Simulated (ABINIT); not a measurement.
**Quasiparticle gap of LiH (Fm-3m) in ABINIT**

Wanted: ground state, empty states, screening and self-energy for LiH (Fm-3m).

Main program and level: ABINIT 10.8.3; PBE and many-body steps on it, plane waves.

Most raw output is cut from this account.

The database entry behind the starting cell differs from later determinations by our own check (the deuteride, about 0.2 % short), so it need not match the best structure at ambient conditions.

### 1. The starting structure

The structure is cubic, space group Fm-3m (No. 225). Conventional cell: a = 4.074 Å, b = 4.074 Å, c = 4.074 Å, α = 90.00°, β = 90.00°, γ = 90.00°. Li has 6 H at 2.04 Å nearest. H has 6 Li at 2.04 Å nearest. Farther neighbours are not listed.

The cell and positions come from the Crystallography Open Database and are kept as given unless a step says otherwise.

### 2. Ground state

This step: ABINIT 10.8.3; DFT, PBE, plane waves, norm-conserving pseudopotentials.

The ground-state density comes first.

run.abi reads:

```
acell 3*1.0 Angstrom
rprim 
  -0.000000000000 2.036750000000 2.036750000000
  2.036750000000 -0.000000000000 2.036750000000
  2.036750000000 2.036750000000 -0.000000000000
ntypat 2
znucl 3 1
natom 2
typat 1 2
xred 
  0.000000000000 0.000000000000 0.000000000000
  0.500000000000 0.500000000000 0.500000000000
pp_dirpath "pseudos"
pseudos "Li.upf, H.upf"
ecut 33
ngkpt 8 8 8
nshiftk 1
shiftk 0 0 0
kptopt 1
chksymbreak 0
nband 7
occopt 1
tolvrs 1e-10
nstep 60
prtwf 0
optforces 0
optstress 0
indata_prefix "in"
outdata_prefix "out"
tmpdata_prefix "tmp"
```

The run is started by

```
$ OMP_NUM_THREADS=1 mpirun -n 8 abinit run.abi > log
```

Elapsed: 2 s, on 8 MPI ranks of Intel Xeon Platinum 8488C (Sapphire Rapids), shared host; peak memory 0.07 GiB.

This step gave:

| Quantity | Value |
| --- | --- |
| total energy | -212.7305 eV |
| gap | 3.022 eV |
| k of the valence top | 0.5, 0.5, 0 |
| k of the conduction bottom | 0.5, 0.5, 0 |
| least direct gap | 3.022 eV |

The gap is direct, at (0.500, 0.500, 0.000).

### 3. Bands along the symmetry lines

Levels along a band path, at the cheap level, show where the edges lie and whether the meshes to come will hold them.

run.abi reads:

```
acell 3*1.0 Angstrom
rprim 
  -0.000000000000 2.036750000000 2.036750000000
  2.036750000000 -0.000000000000 2.036750000000
  2.036750000000 2.036750000000 -0.000000000000
ntypat 2
znucl 3 1
natom 2
typat 1 2
xred 
  0.000000000000 0.000000000000 0.000000000000
  0.500000000000 0.500000000000 0.500000000000
pp_dirpath "pseudos"
pseudos "Li.upf, H.upf"
ecut 33
iscf -2
irdden 1
kptopt 0
nkpt 50
kpt 
  0.00000000 0.00000000 0.00000000
  0.06250000 0.00000000 0.06250000
  0.12500000 0.00000000 0.12500000
  0.18750000 0.00000000 0.18750000
  0.25000000 0.00000000 0.25000000
  0.31250000 0.00000000 0.31250000
  0.37500000 0.00000000 0.37500000
  0.43750000 0.00000000 0.43750000
  0.50000000 0.00000000 0.50000000
  0.51562500 0.03125000 0.51562500
  0.53125000 0.06250000 0.53125000
  0.54687500 0.09375000 0.54687500
  0.56250000 0.12500000 0.56250000
  0.57812500 0.15625000 0.57812500
  0.59375000 0.18750000 0.59375000
  0.60937500 0.21875000 0.60937500
  0.62500000 0.25000000 0.62500000
  0.37500000 0.37500000 0.75000000
  0.32812500 0.32812500 0.65625000
  0.28125000 0.28125000 0.56250000
  0.23437500 0.23437500 0.46875000
  0.18750000 0.18750000 0.37500000
  0.14062500 0.14062500 0.28125000
  0.09375000 0.09375000 0.18750000
  0.04687500 0.04687500 0.09375000
  0.00000000 0.00000000 0.00000000
  0.06250000 0.06250000 0.06250000
  0.12500000 0.12500000 0.12500000
  0.18750000 0.18750000 0.18750000
  0.25000000 0.25000000 0.25000000
  0.31250000 0.31250000 0.31250000
  0.37500000 0.37500000 0.37500000
  0.43750000 0.43750000 0.43750000
  0.50000000 0.50000000 0.50000000
  0.50000000 0.46875000 0.53125000
  0.50000000 0.43750000 0.56250000
  0.50000000 0.40625000 0.59375000
  0.50000000 0.37500000 0.62500000
  0.50000000 0.34375000 0.65625000
  0.50000000 0.31250000 0.68750000
  0.50000000 0.28125000 0.71875000
  0.50000000 0.25000000 0.75000000
  0.50000000 0.21875000 0.71875000
  0.50000000 0.18750000 0.68750000
  0.50000000 0.15625000 0.65625000
  0.50000000 0.12500000 0.62500000
  0.50000000 0.09375000 0.59375000
  0.50000000 0.06250000 0.56250000
  0.50000000 0.03125000 0.53125000
  0.50000000 0.00000000 0.50000000
istwfk *1
nband 9
nbdbuf 2
tolwfr 1e-08
nstep 40
prtwf 0
prtvol 0
indata_prefix "in"
outdata_prefix "out"
tmpdata_prefix "tmp"
```

Run time: 1.9 s. Hardware: 8 MPI ranks; peak memory 0.07 GiB.

This step gave:

| Item | Value |
| --- | --- |
| gap | 3.022 eV |
| k of the valence top | 0.5, 0, 0.5 |
| k of the conduction bottom | 0.5, 0, 0.5 |
| least direct gap | 3.022 eV |

The gap is 3.022 eV, as in the run before at this level.

Electronic bands along the path, in eV, zero at the top of the highest filled band; v1 is the highest filled band, c1 the lowest empty one:

```csv
point,v2,v1,c1,c2,c3,c4
Γ,-44.30,-5.25,15.48,17.40,17.40,17.40
halfway,-44.28,-3.75,10.13,12.73,12.73,15.96
X,-44.25,0.00,3.02,10.59,10.59,13.70
halfway,-44.25,-0.08,3.30,8.96,10.86,15.50
U,-44.25,-0.47,4.13,7.41,11.68,15.68
jump to K,-44.25,-0.47,4.13,7.41,11.68,15.68
halfway,-44.27,-3.67,9.75,9.89,15.65,16.99
Γ,-44.30,-5.25,15.48,17.40,17.40,17.40
halfway,-44.28,-4.21,9.46,14.60,16.21,16.21
L,-44.26,-2.49,4.80,13.25,16.07,16.07
halfway,-44.26,-1.61,5.00,8.66,12.93,15.97
W,-44.25,-0.20,5.24,5.24,11.40,17.12
halfway,-44.25,-0.10,3.58,7.93,10.99,16.83
X,-44.25,0.00,3.02,10.59,10.59,13.70
```

### 4. Empty states on the mesh, 6×6×6 mesh, 87 bands

The sums over transitions need many empty states on a uniform mesh; this step solves for them.

run.abi reads:

```
acell 3*1.0 Angstrom
rprim 
  -0.000000000000 2.036750000000 2.036750000000
  2.036750000000 -0.000000000000 2.036750000000
  2.036750000000 2.036750000000 -0.000000000000
ntypat 2
znucl 3 1
natom 2
typat 1 2
xred 
  0.000000000000 0.000000000000 0.000000000000
  0.500000000000 0.500000000000 0.500000000000
pp_dirpath "pseudos"
pseudos "Li.upf, H.upf"
ecut 33
ngkpt 6 6 6
nshiftk 1
shiftk 0 0 0
kptopt 1
chksymbreak 0
irdden 1
istwfk *1
nband 87
prtvol 0
optdriver 6
gwr_task "HDIAGO"
paral_kgb 0
occopt 1
indata_prefix "in"
outdata_prefix "out"
tmpdata_prefix "tmp"
```

The job ended after 3 s (8 MPI ranks; peak memory 0.62 GiB).

Numbers from this step:

```yaml
gap: 3.022 eV
k_of_the_valence_top: 0.5, 0.5, 0
k_of_the_conduction_bottom: 0.5, 0.5, 0
least_direct_gap: 3.022 eV
k_points_computed: 16
lowest_point_of_the_top_converged_band_above_the_valence_top: 148.4156 eV
```

On this mesh the gap is 3.022 eV.

### 5. Screening, 6×6×6 mesh, 79 bands, screening to 217.7 eV

The RPA dielectric matrix is built and inverted for each q.

This step: RPA screening on PBE, plane waves, norm-conserving pseudopotentials.

Edit run.abi of step 4 so:

```diff
@@ -20,10 +20,11 @@
 chksymbreak 0
-irdden 1
 istwfk *1
-nband 87
-prtvol 0
-optdriver 6
-gwr_task "HDIAGO"
-paral_kgb 0
 occopt 1
+irdwfk 1
+optdriver 3
+nband 79
+ecuteps 8
+inclvkb 2
+awtr 1
+symchi 1
 indata_prefix "in"
```

Elapsed: 9.4 s, on 8 MPI ranks; peak memory 1 GiB; 74 s of CPU time.

Numbers from this step:

* ε∞ with local fields, on this mesh, along the program's q direction: 4.182
* the same without local fields: 4.588
* plasma frequency: 18.07 eV
* plane waves in the screening matrix: 137

Local fields lower ε∞ by 9 %.

### 6. Self-energy, 6×6×6 mesh, 79 bands, screening to 217.7 eV

The self-energy is evaluated for the states that the input lists, and the levels follow from it, in one-shot runs by the linearised quasiparticle equation.

This step: G0W0 on PBE, plane waves, norm-conserving pseudopotentials.

Edit run.abi of step 5 so:

```diff
@@ -23,8 +23,17 @@
 irdwfk 1
-optdriver 3
+optdriver 4
 nband 79
+gwcalctyp 0
+ecutsigx 33
+symsigma 1
+nkptgw 2
+kptgw 
+  0.5000000000 0.5000000000 0.0000000000
+  0.0000000000 0.0000000000 0.0000000000
+bdgw 
+  1 5
+  1 6
 ecuteps 8
-inclvkb 2
-awtr 1
-symchi 1
+irdscr 1
+ppmodel 1
 indata_prefix "in"
```

Run time: 4 s. Hardware: 8 MPI ranks; peak memory 1.1 GiB.

This step gave:

* G0W0 gap on the points computed: 4.932 eV
* starting gap on the mesh: 3.022 eV
* k of the valence top: 0.5, 0.5, 0
* k of the conduction bottom: 0.5, 0.5, 0
* Z at the valence top: 0.771
* Z at the conduction bottom: 0.81
* least direct G0W0 gap on the computed points: 4.932 eV

The gap on the mesh goes from 3.02 eV to 4.93 eV, a correction of +1.91 eV.

Limits: finite bands, cutoff and mesh. v1 is the top filled band, c1 the lowest empty one. Levels before and after the correction, in eV, zero at the valence-band top of each column:

```csv
,conduction bottom,valence top
Kohn-Sham,3.02,0.00
G0W0,4.93,0.00
```

```csv
,level,energy (eV)
Kohn-Sham,(0.5 0.5 0) v2,-44.251
Kohn-Sham,(0.5 0.5 0) v1,0.000
Kohn-Sham,(0.5 0.5 0) c1,3.022
Kohn-Sham,(0.5 0.5 0) c2-c3,10.588
G0W0,(0.5 0.5 0) v2,-49.430
G0W0,(0.5 0.5 0) v1,0.000
G0W0,(0.5 0.5 0) c1,4.932
G0W0,(0.5 0.5 0) c2-c3,12.792
```

### 7. Where the time went

Times are wall times on 8 MPI ranks of Intel Xeon Platinum 8488C (Sapphire Rapids), shared host, good to a factor of about two.

```csv
step,time,share,memory (GiB)
ground state,2 s,10 %,0.07
bands along the symmetry lines,1.9 s,10 %,0.07
empty states on the mesh,3 s,15 %,0.62
screening,9.4 s,46 %,1.0
self-energy,4 s,20 %,1.1
```

### 8. Outcome

| Quantity | Value |
| --- | --- |
| PBE gap | 3.02 eV, direct |
| G0W0 gap on the mesh | 4.93 eV |
| GW settings | 6×6×6 mesh, 79 bands, screening to 217.7 eV, Godby-Needs plasmon pole |
| known limits | not at the basis limit |

**Reading.** G0W0 moves the gap on the mesh from 3.02 eV to 4.93 eV (+1.91 eV), with Z of 0.77 and 0.81 at the edges. Local fields lower the RPA ε∞ on this mesh from 4.59 to 4.18. Only 2 of the mesh's irreducible points were corrected, so a valley elsewhere could overtake. The dearest step here is «screening». Bands and cutoff are finite, so the gap is not at the basis limit. The miss can reach some tenths of an eV and take either sign; the mesh is an error of its own. In the G0W0 run levels were corrected at 2 k points alone, so a gap called «on the mesh» is the least over those, and an edge elsewhere would be missed.

[Paths, hosts, dates, memory and timing lines, banners, echoed tables and standing remarks are left out of the program output.]

[Logs are printed without paths, hosts, clocks, repeated set-up lines and the standing remarks that a program may print on its own settings, such as how far it seeks lower states.]

[Runs of the session that timed out or met a known fault of the program may be left out.]

[Hosts, paths, dates, database ids (printed as entryN), source tags and the programs' standing remarks are cut or masked in the printed files.]

[G0W0 gaps are taken among the corrected bands and points alone; a level outside them can change the order at an edge.]

[Where Ansatz stands beside ABINIT at settings called matched, ABINIT's density can come from a denser mesh and the files from another edition; pairs whose starting gaps differed by over 0.03 eV were left out, so agreement reads better than it is.]
